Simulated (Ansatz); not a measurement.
# RaF2 (Fm-3m): the host for defect calculations, part 2 of 2

Aim: the runs on the perfect crystal RaF2 (Fm-3m) that a defect calculation needs first.

Ansatz 0.2.0; plane-wave PAW DFT, PBEsol; single point of the host's primitive cell on a dense mesh (the session's first sound run).

So far: Set-up; Primitive cell on a dense mesh; Self-consistent run; Defect free supercell relaxed from its symmetric sites.

The database entry behind the starting cell is an old determination (1936), so it need not match the best structure at ambient conditions.

## (5) Defect free supercell relaxed from displaced atoms

This step: plane-wave PAW DFT, PBEsol; relaxation of the defect-free supercell from random displacements, a test of the host's stability (Ansatz 0.2.0).

pristine.rattled/input.yaml reads:

```yaml
crystal:
  lattice:
    - [-6.3305600134, 6.3305600134, 6.3305600134]
    - [6.3305600134, -6.3305600134, 6.3305600134]
    - [6.3305600134, 6.3305600134, -6.3305600134]
  atoms:
    - { symbol: Ra, position: [0.0, 0.0, 0.0] }
    - { symbol: Ra, position: [0.0, 0.25, 0.75] }
    - { symbol: Ra, position: [0.0, 0.5, 0.5] }
    - { symbol: Ra, position: [0.0, 0.75, 0.25] }
    - { symbol: Ra, position: [0.25, 0.0, 0.75] }
    - { symbol: Ra, position: [0.25, 0.25, 0.5] }
    - { symbol: Ra, position: [0.25, 0.5, 0.25] }
    - { symbol: Ra, position: [0.25, 0.75, 0.0] }
    - { symbol: Ra, position: [0.5, 0.0, 0.5] }
    - { symbol: Ra, position: [0.5, 0.25, 0.25] }
    - { symbol: Ra, position: [0.5, 0.5, 0.0] }
    - { symbol: Ra, position: [0.5, 0.75, 0.75] }
    - { symbol: Ra, position: [0.75, 0.0, 0.25] }
    - { symbol: Ra, position: [0.75, 0.25, 0.0] }
    - { symbol: Ra, position: [0.75, 0.5, 0.75] }
    - { symbol: Ra, position: [0.75, 0.75, 0.5] }
    - { symbol: F, position: [0.0, 0.0, 0.75] }
    - { symbol: F, position: [0.0, 0.25, 0.5] }
    - { symbol: F, position: [0.0, 0.5, 0.25] }
    - { symbol: F, position: [0.0, 0.75, 0.0] }
    - { symbol: F, position: [0.25, 0.0, 0.5] }
    - { symbol: F, position: [0.25, 0.25, 0.25] }
    - { symbol: F, position: [0.25, 0.5, 0.0] }
    - { symbol: F, position: [0.25, 0.75, 0.75] }
    - { symbol: F, position: [0.5, 0.0, 0.25] }
    - { symbol: F, position: [0.5, 0.25, 0.0] }
    - { symbol: F, position: [0.5, 0.5, 0.75] }
    - { symbol: F, position: [0.5, 0.75, 0.5] }
    - { symbol: F, position: [0.75, 0.0, 0.0] }
    - { symbol: F, position: [0.75, 0.25, 0.75] }
    - { symbol: F, position: [0.75, 0.5, 0.5] }
    - { symbol: F, position: [0.75, 0.75, 0.25] }
    - { symbol: F, position: [0.0, 0.0, 0.25] }
    - { symbol: F, position: [0.0, 0.25, 0.0] }
    - { symbol: F, position: [0.0, 0.5, 0.75] }
    - { symbol: F, position: [0.0, 0.75, 0.5] }
    - { symbol: F, position: [0.25, 0.0, 0.0] }
    - { symbol: F, position: [0.25, 0.25, 0.75] }
    - { symbol: F, position: [0.25, 0.5, 0.5] }
    - { symbol: F, position: [0.25, 0.75, 0.25] }
    - { symbol: F, position: [0.5, 0.0, 0.75] }
    - { symbol: F, position: [0.5, 0.25, 0.5] }
    - { symbol: F, position: [0.5, 0.5, 0.25] }
    - { symbol: F, position: [0.5, 0.75, 0.0] }
    - { symbol: F, position: [0.75, 0.0, 0.5] }
    - { symbol: F, position: [0.75, 0.25, 0.25] }
    - { symbol: F, position: [0.75, 0.5, 0.0] }
    - { symbol: F, position: [0.75, 0.75, 0.75] }
basis:
  ecutwfc: 420
  xc_grid: 2
hamiltonian:
  xc: pbesol
kpoints:
  mp_grid: { grid: [1, 1, 1] }
scf:
  occupations: { method: fermi_dirac, width: 0.01 }
  max_iter: 80
output:
  forces: true
relax:
  f_tol: 0.01
  max_steps: 120
  random_displacement: { amplitude: 0.08, seed: 9605 }
checkpoint:
  write: "../pristine.rattled.run"
  compress: false
  write_wavefunctions: false
  write_every: 100000
```

Launch:

```console
ansatz run input.yaml --threads 4 --pin off --max-ram 7536MiB --backend cpu --events-out ev --progress --plain --runs-dir out
```

Numbers of over 12 decimals in the logs are rounded to 6 here.

Output:

```text
[...]
Crystal: 48 atoms, lattice volume = 1014.814 Å³
Basis set: ecut = 420 eV, 19861 PW (Γ), exchange–correlation on 180×180×180 points (8 copies of the dense FFT grid, shifted against one another)
Bands: 327, of which v1, the nominal top of the filled ones, is band 272 counted from 1 (271 counted from 0)
Symmetry: 1 space group operations
k-points: 1
[...]
SCF iter   1: F=—  HF=-268805.027692 eV  |F-HF|=—  |Δ(HF+E_count)|=         —  Δρ=2.33e-1  dr2=5.15e2  ethr=3.10e-3  ⟨swp⟩=8.0  Hψ=1431  notcnv=0  defer=39
[...]
SCF iter  11: F=-268671.814017 eV  HF=-268671.814017 eV  |F-HF|=4.58e-7  |Δ(HF+E_count)|=   2.73e-7  Δρ=3.40e-6  dr2=8.95e-8  ethr=4.60e-10  ⟨swp⟩=4.0  Hψ=971  notcnv=0
SCF 1 converged in 11 iterations: F = -268671.814017 eV  dr2 = 8.95e-8
[...]
relax step   1: F+E_penalty+E_count = -268671.81401746 eV  Δ(F+E_penalty+E_count) = +0.000e0 eV  max|allowed force component| = 7.174e-1 eV/Å  Δτ_max = 0.0000 Å  (11 SCF iters, dr2 threshold 2.50e-6 eV, accepted)
[... the SCF cycles and remarks between the steps are left out from here to the last step ...]
relax step   2: F+E_penalty+E_count = -268671.57119229 eV  Δ(F+E_penalty+E_count) = +2.428e-1 eV  max|allowed force component| = 9.917e-1 eV/Å  Δτ_max = 0.1949 Å  (9 SCF iters, dr2 threshold 3.22e-5 eV, rejected (line search))
relax step   3: F+E_penalty+E_count = -268672.42155281 eV  Δ(F+E_penalty+E_count) = -6.075e-1 eV  max|allowed force component| = 1.960e-2 eV/Å  Δτ_max = 0.0865 Å  (9 SCF iters, accepted)
SCF iter   1: F=—  HF=-268672.424457 eV  |F-HF|=—  |Δ(HF+E_count)|=         —  Δρ=8.94e-4  dr2=5.42e-3  ethr=2.21e-5  ⟨swp⟩=4.0  Hψ=498  notcnv=0  defer=51
[...]
SCF iter   6: F=-268672.422498 eV  HF=-268672.422498 eV  |F-HF|=2.24e-7  |Δ(HF+E_count)|=   2.08e-6  Δρ=1.48e-6  dr2=2.10e-8  ethr=1.84e-11  ⟨swp⟩=4.0  Hψ=891  notcnv=0
SCF 4 converged in 6 iterations: F = -268672.422498 eV  dr2 = 2.10e-8
relax step   4: F+E_penalty+E_count = -268672.42249803 eV  Δ(F+E_penalty+E_count) = -9.452e-4 eV  max|allowed force component| = 6.897e-4 eV/Å  Δτ_max = 0.0066 Å  (6 SCF iters, accepted)
SCF converged after 6 iterations
Free energy (F): -268672.422498 eV
[...]
Internal energy: -268672.422498 eV  (E = F + TS)
E sigma→0 (E₀):  -268672.422498 eV
Fermi energy:    7.884263 eV
[...]
--- Forces (eV/Å), atoms counted from 1 ---
  atom   1  Ra     0.00010777     0.00027919    -0.00028469
  atom   2  Ra     0.00006862     0.00030387    -0.00023345
  atom   3  Ra    -0.00002037     0.00031239     0.00007336
  atom   4  Ra     0.00011549     0.00013219     0.00006082
  atom   5  Ra    -0.00001955     0.00007028    -0.00036425
  atom   6  Ra    -0.00009216     0.00024986    -0.00008940
  atom   7  Ra     0.00014565     0.00016512     0.00007306
  atom   8  Ra    -0.00019479     0.00030897    -0.00023242
  atom   9  Ra    -0.00028880    -0.00020412     0.00008337
  atom  10  Ra    -0.00027949    -0.00018338     0.00006841
  atom  11  Ra    -0.00005012    -0.00038009     0.00028665
  atom  12  Ra     0.00014452    -0.00011634     0.00037318
  atom  13  Ra    -0.00009965    -0.00012885    -0.00001397
  atom  14  Ra     0.00001605     0.00009518     0.00013425
  atom  15  Ra    -0.00010385    -0.00017121     0.00044082
  atom  16  Ra     0.00017334     0.00006423     0.00007010
  atom  17  F     -0.00015352    -0.00028510    -0.00013083
  atom  18  F     -0.00009686     0.00018378    -0.00068942
  atom  19  F      0.00026317     0.00000402     0.00006551
  atom  20  F      0.00035043     0.00013670     0.00004067
  atom  21  F      0.00029368     0.00002807    -0.00037983
  atom  22  F      0.00037530     0.00002337     0.00010337
  atom  23  F      0.00020311     0.00042056     0.00009877
  atom  24  F     -0.00001377    -0.00016150     0.00045590
  atom  25  F     -0.00005140     0.00008296     0.00009185
  atom  26  F     -0.00038945    -0.00012118     0.00014240
  atom  27  F     -0.00038626     0.00016544     0.00011772
  atom  28  F      0.00019057    -0.00032776     0.00004721
  atom  29  F     -0.00005537    -0.00019529     0.00011781
  atom  30  F      0.00005864    -0.00018884     0.00046880
  atom  31  F     -0.00047935    -0.00003332    -0.00024194
  atom  32  F     -0.00007442     0.00001527    -0.00041604
  atom  33  F     -0.00001962     0.00024109    -0.00038260
  atom  34  F      0.00047509     0.00015151     0.00019198
  atom  35  F     -0.00027459     0.00040127     0.00012874
  atom  36  F     -0.00009230    -0.00007430    -0.00046116
  atom  37  F      0.00042980    -0.00047592     0.00008868
  atom  38  F      0.00039317    -0.00013237    -0.00018023
  atom  39  F      0.00001321     0.00066297    -0.00025222
  atom  40  F      0.00004609    -0.00016368    -0.00017427
  atom  41  F      0.00017831    -0.00034500     0.00017844
  atom  42  F     -0.00020962    -0.00016995     0.00032744
  atom  43  F     -0.00010284    -0.00022239    -0.00042639
  atom  44  F     -0.00026056    -0.00029940     0.00014985
  atom  45  F     -0.00002063     0.00011693     0.00004565
  atom  46  F     -0.00024814    -0.00028886    -0.00004489
  atom  47  F      0.00011481     0.00033940     0.00034527
  atom  48  F     -0.00003987    -0.00023804     0.00014041
  max |Σ_I F_I| component: 4.77e-5 eV/Å
--- Relaxed structure (4 steps of the walk, 3 accepted, 0 SCFs on fresh bases) ---
  F+E_penalty+E_count = -268672.42249803 eV   max|allowed force component| = 6.897e-4 eV/Å
  atoms:
    - { symbol: Ra, position: [-4.414268280647428e-6, -0.000967, -0.000120] }
    - { symbol: Ra, position: [-8.20947089846813e-6, 0.249046, 0.749880] }
    - { symbol: Ra, position: [-1.1863653966624863e-5, 0.499061, 0.499897] }
    - { symbol: Ra, position: [-4.011557835553736e-6, 0.749041, 0.249886] }
    - { symbol: Ra, position: [0.250015, -0.000947, 0.749904] }
    - { symbol: Ra, position: [0.249987, 0.249047, 0.499886] }
    - { symbol: Ra, position: [0.249986, 0.499028, 0.249878] }
    - { symbol: Ra, position: [0.249991, 0.749044, -0.000102] }
    - { symbol: Ra, position: [0.499996, -0.000973, 0.499912] }
    - { symbol: Ra, position: [0.500004, 0.249047, 0.249928] }
    - { symbol: Ra, position: [0.499994, 0.499038, -8.130880778896705e-5] }
    - { symbol: Ra, position: [0.499986, 0.749019, 0.749905] }
    - { symbol: Ra, position: [0.750003, -0.000950, 0.249909] }
    - { symbol: Ra, position: [0.749989, 0.249023, -9.489297329789981e-5] }
    - { symbol: Ra, position: [0.749976, 0.499024, 0.749911] }
    - { symbol: Ra, position: [0.750009, 0.749051, 0.499911] }
    - { symbol: F, position: [2.4165376168283625e-5, -0.000942, 0.749910] }
    - { symbol: F, position: [1.8009954283582097e-5, 0.249084, 0.499898] }
    - { symbol: F, position: [-1.6250603768641625e-5, 0.499027, 0.249872] }
    - { symbol: F, position: [-1.770014571544909e-5, 0.749020, -0.000118] }
    - { symbol: F, position: [0.250006, -0.000956, 0.499881] }
    - { symbol: F, position: [0.249996, 0.249027, 0.249877] }
    - { symbol: F, position: [0.249966, 0.499017, -0.000137] }
    - { symbol: F, position: [0.249985, 0.749023, 0.749906] }
    - { symbol: F, position: [0.499995, -0.000954, 0.249916] }
    - { symbol: F, position: [0.499998, 0.249047, -6.458607364326352e-5] }
    - { symbol: F, position: [0.499967, 0.499043, 0.749911] }
    - { symbol: F, position: [0.500006, 0.749020, 0.499907] }
    - { symbol: F, position: [0.749995, -0.000971, -9.035799145840073e-5] }
    - { symbol: F, position: [0.749983, 0.249012, 0.749911] }
    - { symbol: F, position: [0.750001, 0.499074, 0.499929] }
    - { symbol: F, position: [0.750023, 0.749063, 0.249910] }
    - { symbol: F, position: [3.8139027321304475e-6, -0.000944, 0.249887] }
    - { symbol: F, position: [-2.3491248930487818e-5, 0.249009, -0.000136] }
    - { symbol: F, position: [-4.333117487276272e-5, 0.499038, 0.749886] }
    - { symbol: F, position: [2.647863029982267e-5, 0.749076, 0.499902] }
    - { symbol: F, position: [0.250019, -0.000971, -9.595745867027605e-5] }
    - { symbol: F, position: [0.250008, 0.249031, 0.749884] }
    - { symbol: F, position: [0.249975, 0.499050, 0.499860] }
    - { symbol: F, position: [0.250006, 0.749034, 0.249901] }
    - { symbol: F, position: [0.499997, -0.000985, 0.749913] }
    - { symbol: F, position: [0.499990, 0.249035, 0.499925] }
    - { symbol: F, position: [0.500022, 0.499066, 0.249922] }
    - { symbol: F, position: [0.500003, 0.749047, -6.372286632652657e-5] }
    - { symbol: F, position: [0.749998, -0.000955, 0.499900] }
    - { symbol: F, position: [0.750004, 0.249057, 0.249930] }
    - { symbol: F, position: [0.749962, 0.499014, -0.000108] }
    - { symbol: F, position: [0.749994, 0.749030, 0.749911] }
```

Elapsed: 46 s, on 4 threads of Arm Neoverse V1, shared host; peak memory 2.1 GiB.

The steps of the relaxation:

```
step  energy less that of the first step (eV)  largest force component (eV/Å)
   1                                   0.0000                          0.7174
   2                                   0.2428                          0.9917
   3                                  -0.6075                          0.0196
   4                                  -0.6085                          0.0007
```

Relaxation step 2 was tried and not accepted.

The relaxation ends 13 meV an atom lower than the displaced start, with a largest force component of 6.9e-4 eV/Å.

## (6) Outcome

| Quantity | Value |
| --- | --- |
| supercell relaxed in its symmetry less the displaced and relaxed one | 0.000 eV |
| energy an atom at the zone centre alone less that on the dense mesh | 0.003 eV |

In words: Step 5: The energy fell by 0.608 eV from the randomly displaced start; the atoms end within 0.005 Å of the sites as typed, once the mean shift is taken out. The displaced cell ends within 0.01 eV of the symmetric one relaxed in its symmetry, so no lower structure shows in this supercell. All at zero temperature.

[Logs are printed without paths, hosts, clocks, repeated set-up lines and the standing remarks that a program may print on its own settings, such as how far it seeks lower states.]

[Hosts, paths, dates, database ids (printed as entryN), source tags and the programs' standing remarks are cut or masked in the printed files.]

[Runs of the host that timed out are not shown.]

[For some hosts the program warned that the k-mesh of the response run may be too coarse for force constants and the static dielectric constant; such warnings are not always shown.]
